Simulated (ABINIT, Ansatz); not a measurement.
# A GW run on PbO (P4/nmm) in ABINIT, with inputs changed, part 2 of 2

A base run on PbO (P4/nmm), then changed inputs.

ABINIT 10.8.3; PBE and many-body steps on it, plane waves. Known limits of the many-body steps: not at the basis limit; no spin-orbit coupling; coarse k mesh.

So far. Step 2 (Screening, 4×4×4 mesh, 177 bands, screening to 141.5 eV): Local fields lower ε∞ by 12 %. On a Γ-centred mesh this coarse the value itself is usually too large, while a short band sum pulls it down. Step 3 (Base): The gap on the mesh goes from 1.13 eV to 1.25 eV, a correction of +0.13 eV.

The database entry behind the starting cell differs from later determinations by our own check (c about 1 % long), so it need not match the best structure at ambient conditions.

### Step 4. Broadening of the poles

Level of this step: G0W0 on PBE, plane waves, norm-conserving pseudopotentials (ABINIT).

Input file run.abi:

```
acell 3*1.0 Angstrom
rprim 
  3.960000000000 0.000000000000 0.000000000000
  0.000000000000 3.960000000000 0.000000000000
  0.000000000000 0.000000000000 5.070000000000
ntypat 2
znucl 82 8
natom 4
typat 1 1 2 2
xred 
  0.000000000000 0.500000000000 0.238990104020
  0.500000000000 0.000000000000 0.761009895980
  0.000000000000 0.000000000000 0.000000000000
  0.500000000000 0.500000000000 0.000000000000
pp_dirpath "pseudos"
pseudos "Pb.upf, O.upf"
ecut 42
ngkpt 4 4 4
nshiftk 1
shiftk 0 0 0
kptopt 1
chksymbreak 0
istwfk *1
occopt 1
irdwfk 1
optdriver 4
nband 177
gwcalctyp 0
ecutsigx 42
symsigma 1
nkptgw 2
kptgw 
  0.0000000000 0.0000000000 0.0000000000
  0.5000000000 0.5000000000 0.0000000000
bdgw 
  26 30
  27 30
ecuteps 5.2
irdscr 1
ppmodel 1
zcut 0.01 eV
indata_prefix "in"
outdata_prefix "out"
tmpdata_prefix "tmp"
```

Run with:

```console
$ OMP_NUM_THREADS=1 mpirun -n 16 abinit run.abi > log
```

The program printed:

```text
.Version 10.8.3 of ABINIT. v10.8.2 released Aug 2026.

 Symmetries : space group P4/n m m (#129); Bravais tP (primitive tetrag.)
[... echo of the input left out ...]
== DATASET  1 ==================================================================
-   mpi_nproc: 16, omp_nthreads: 1 (-1 if OMP is not activated)

--- !DatasetInfo
iteration_state: {dtset: 1, }
dimensions: {natom: 4, nkpt: 18, mband: 177, nsppol: 1, nspinor: 1, nspden: 1, mpw: 7032, }
cutoff_energies: {ecut:  42.0, pawecutdg:  -1.0, }
electrons: {nelect:   5.60000000E+01, charge:   0.00000000E+00, occopt:   1.00000000E+00, tsmear:   1.00000000E-02, }

 SIGMA: Calculation of the GW corrections

 Based on a program developped by R.W. Godby, V. Olevano, G. Onida, and L. Reining.
 Incorporated in ABINIT by V. Olevano, G.-M. Rignanese, and M. Torrent.
.Using double precision arithmetic ; gwpc =  8

[... cell and pseudopotentials left out ...]
--------------------------------------------------------------------------------

 ==== K-mesh for the wavefunctions ====
 Number of points in the irreducible wedge :    18
[... list of points left out ...]
 Together with 16 symmetry operations and time-reversal symmetry
 yields    64 points in the full Brillouin Zone.

 ==== Q-mesh for screening function ====
 Number of points in the irreducible wedge :    18
[... list of points left out ...]
 Together with 16 symmetry operations and time-reversal symmetry
 yields    64 points in the full Brillouin Zone.

 vcoul_init : cutoff-mode = AUXILIARY_FUNCTION
 q-points for optical limit:   1
     1)      0.000010    0.000020    0.000030
 setmesh: FFT mesh size selected  =    48x   48x   60
          total number of points  =       138240

 Number of electrons calculated from density =   56.0000; Expected =   56.0000
[...]
number of omega for Sigma on real axis              0
 max omega for Sigma on real axis  [eV]           0.00
 zcut for avoiding poles [eV]                     0.01

 EPSILON^-1 parameters (SCR file):
 dimension of the eps^-1 matrix on file            293
 dimension of the eps^-1 matrix used               293
 number of plane-waves for wavefunctions          6975
 number of bands                                   177
 number of q-points in IBZ                          18
 number of frequencies                               2
 number of real frequencies                          1
 number of imag frequencies                          1

 matrix elements of self-energy operator (all in [eV])

 Perturbative Calculation

--- !SelfEnergy_ee
iteration_state: {dtset: 1, }
kpoint     : [   0.000,    0.000,    0.000, ]
spin       : 1
KS_gap     :    2.411
QP_gap     :    2.860
Delta_QP_KS:    0.449
data: !SigmaeeData |
     Band     E0 <VxcDFT>   SigX SigC(E0)      Z dSigC/dE  Sig(E)    E-E0       E
       26   5.510 -19.674 -24.613   4.855   0.761  -0.314 -19.738  -0.064   5.446
       27   5.510 -19.674 -24.613   4.855   0.761  -0.314 -19.738  -0.064   5.446
       28   7.102 -18.066 -20.585   2.443   0.792  -0.263 -18.126  -0.060   7.042
[...]
--- !SelfEnergy_ee
iteration_state: {dtset: 1, }
kpoint     : [   0.500,    0.500,    0.000, ]
spin       : 1
KS_gap     :    2.115
QP_gap     :    2.122
Delta_QP_KS:    0.007
data: !SigmaeeData |
     Band     E0 <VxcDFT>   SigX SigC(E0)      Z dSigC/dE  Sig(E)    E-E0       E
[...]
29   8.228 -10.090  -6.810  -3.199   0.838  -0.193 -10.022   0.067   8.296
       30   8.228 -10.090  -6.810  -3.199   0.838  -0.193 -10.022   0.067   8.296

== END DATASET(S) ==============================================================
================================================================================

 -outvars: echo values of variables after computation  --------
           etotal      0.0000000000E+00
            nband         177
             nkpt          18
          spgroup         129
 [... the other variables as echoed above ...]

 Calculation completed.
```

Elapsed: 10 s, on 16 MPI ranks of Arm Neoverse V2, shared host; peak memory 5.3 GiB; 2.7 min of CPU time.

This step gave:

```
G0W0 gap on the points computed              : 1.254 eV
starting gap on the mesh                     : 1.126 eV
k of the valence top                         : 0, 0, 0
k of the conduction bottom                   : 0.5, 0.5, 0
Z at the valence top                         : 0.792
Z at the conduction bottom                   : 0.838
least direct G0W0 gap on the computed points : 2.122 eV
```

Against G0W0 in ABINIT (4×4×4 mesh, 177 bands, screening to 141.5 eV, Godby-Needs plasmon pole), the gap moves by +0.000 eV.

### Step 5. Screening cutoff above the file's

Edit run.abi of step 4 so:

```diff
@@ -37,6 +37,5 @@
   27 30
-ecuteps 5.2
+ecuteps 20.8
 irdscr 1
 ppmodel 1
-zcut 0.01 eV
 indata_prefix "in"
```

The program printed:

```text
.Version 10.8.3 of ABINIT. v10.8.2 released Aug 2026.

 Symmetries : space group P4/n m m (#129); Bravais tP (primitive tetrag.)
[... echo of the input left out ...]
== DATASET  1 ==================================================================
-   mpi_nproc: 16, omp_nthreads: 1 (-1 if OMP is not activated)

--- !DatasetInfo
iteration_state: {dtset: 1, }
dimensions: {natom: 4, nkpt: 18, mband: 177, nsppol: 1, nspinor: 1, nspden: 1, mpw: 7032, }
cutoff_energies: {ecut:  42.0, pawecutdg:  -1.0, }
electrons: {nelect:   5.60000000E+01, charge:   0.00000000E+00, occopt:   1.00000000E+00, tsmear:   1.00000000E-02, }

 SIGMA: Calculation of the GW corrections

 Based on a program developped by R.W. Godby, V. Olevano, G. Onida, and L. Reining.
 Incorporated in ABINIT by V. Olevano, G.-M. Rignanese, and M. Torrent.
.Using double precision arithmetic ; gwpc =  8

[... cell and pseudopotentials left out ...]
--------------------------------------------------------------------------------

 ==== K-mesh for the wavefunctions ====
 Number of points in the irreducible wedge :    18
[... list of points left out ...]
 Together with 16 symmetry operations and time-reversal symmetry
 yields    64 points in the full Brillouin Zone.

 ==== Q-mesh for screening function ====
 Number of points in the irreducible wedge :    18
[... list of points left out ...]
 Together with 16 symmetry operations and time-reversal symmetry
 yields    64 points in the full Brillouin Zone.

 vcoul_init : cutoff-mode = AUXILIARY_FUNCTION
 q-points for optical limit:   1
     1)      0.000010    0.000020    0.000030
 setmesh: FFT mesh size selected  =    48x   48x   60
          total number of points  =       138240

 Number of electrons calculated from density =   56.0000; Expected =   56.0000
[...]
number of omega for Sigma on real axis              0
 max omega for Sigma on real axis  [eV]           0.00
 zcut for avoiding poles [eV]                     0.10

 EPSILON^-1 parameters (SCR file):
 dimension of the eps^-1 matrix on file            293
 dimension of the eps^-1 matrix used               293
 number of plane-waves for wavefunctions          6975
 number of bands                                   177
 number of q-points in IBZ                          18
 number of frequencies                               2
 number of real frequencies                          1
 number of imag frequencies                          1

 matrix elements of self-energy operator (all in [eV])

 Perturbative Calculation

--- !SelfEnergy_ee
iteration_state: {dtset: 1, }
kpoint     : [   0.000,    0.000,    0.000, ]
spin       : 1
KS_gap     :    2.411
QP_gap     :    2.860
Delta_QP_KS:    0.449
data: !SigmaeeData |
     Band     E0 <VxcDFT>   SigX SigC(E0)      Z dSigC/dE  Sig(E)    E-E0       E
       26   5.510 -19.674 -24.613   4.855   0.761  -0.313 -19.738  -0.064   5.446
       27   5.510 -19.674 -24.613   4.855   0.761  -0.313 -19.738  -0.064   5.446
       28   7.102 -18.066 -20.585   2.443   0.792  -0.263 -18.126  -0.060   7.042
[...]
--- !SelfEnergy_ee
iteration_state: {dtset: 1, }
kpoint     : [   0.500,    0.500,    0.000, ]
spin       : 1
KS_gap     :    2.115
QP_gap     :    2.122
Delta_QP_KS:    0.007
data: !SigmaeeData |
     Band     E0 <VxcDFT>   SigX SigC(E0)      Z dSigC/dE  Sig(E)    E-E0       E
[...]
29   8.228 -10.090  -6.810  -3.199   0.838  -0.193 -10.022   0.067   8.296
       30   8.228 -10.090  -6.810  -3.199   0.838  -0.193 -10.022   0.067   8.296

== END DATASET(S) ==============================================================
================================================================================

 -outvars: echo values of variables after computation  --------
           etotal      0.0000000000E+00
            nband         177
             nkpt          18
          spgroup         129
 [... the other variables as echoed above ...]

 Calculation completed.
```

Wall time 10 s (16 MPI ranks); peak memory 5.3 GiB; 2.7 min of CPU time.

The run ended normally, though the input holds a fault or crude settings.

The fault put into this input: screening cutoff above the file's. It printed a gap of 1.25 eV, the value of the sound run: the program fell back on what its files hold, so an unchanged gap is no proof of convergence.

### Step 6. The runs together

Times are wall times on 16 MPI ranks of Arm Neoverse V2, shared host, good to a factor of about two. A run's time includes the screening step that it read.

| run | mesh | bands | screening cutoff (eV) | DFT gap (eV) | gap on the mesh (eV) | direct (eV) | ε∞ used | time |
| --- | --- | --- | --- | --- | --- | --- | --- | --- |
| base | 4×4×4 | 177 | 141.5 | 1.126 | 1.254 | 2.122 | 6.28 | 2.4 min |
| broadening of the poles | 4×4×4 | 177 | 141.5 | 1.126 | 1.254 | 2.122 | 6.28 | 2.4 min |

### Step 7. Outcome

* base: 1.254 eV
* broadening of the poles: 1.254 eV
* known limits: not at the basis limit; no spin-orbit coupling; coarse k mesh

**Reading.** Broadening of the poles: no change against base (keys changed: zcut). Bands and cutoff are finite, so the gap is not at the basis limit. The miss can reach some tenths of an eV and take either sign; the mesh is an error of its own. In the G0W0 runs levels were corrected at 2 k points alone, so a gap called «on the mesh» is the least over those, and an edge elsewhere would be missed. The 4×4×4 mesh is coarse for this cell, which bears on the long-range parts of exchange and screening. Where an edge is built on 6p states of lead, bismuth or thallium, scalar-relativistic gaps usually stand too wide, by a few tenths to over one eV. The many-body steps are scalar-relativistic: spin-orbit coupling is not in them.

[Paths, hosts, dates, memory and timing lines, banners, echoed tables and standing remarks are left out of the program output.]

[Logs are printed without paths, hosts, clocks, repeated set-up lines and the standing remarks that a program may print on its own settings, such as how far it seeks lower states.]

[Runs of the session that timed out or met a known fault of the program may be left out.]

[Hosts, paths, dates, database ids (printed as entryN), source tags and the programs' standing remarks are cut or masked in the printed files.]

[G0W0 gaps are taken among the corrected bands and points alone; a level outside them can change the order at an edge.]

[Where Ansatz stands beside ABINIT at settings called matched, ABINIT's density can come from a denser mesh and the files from another edition; pairs whose starting gaps differed by over 0.03 eV were left out, so agreement reads better than it is.]
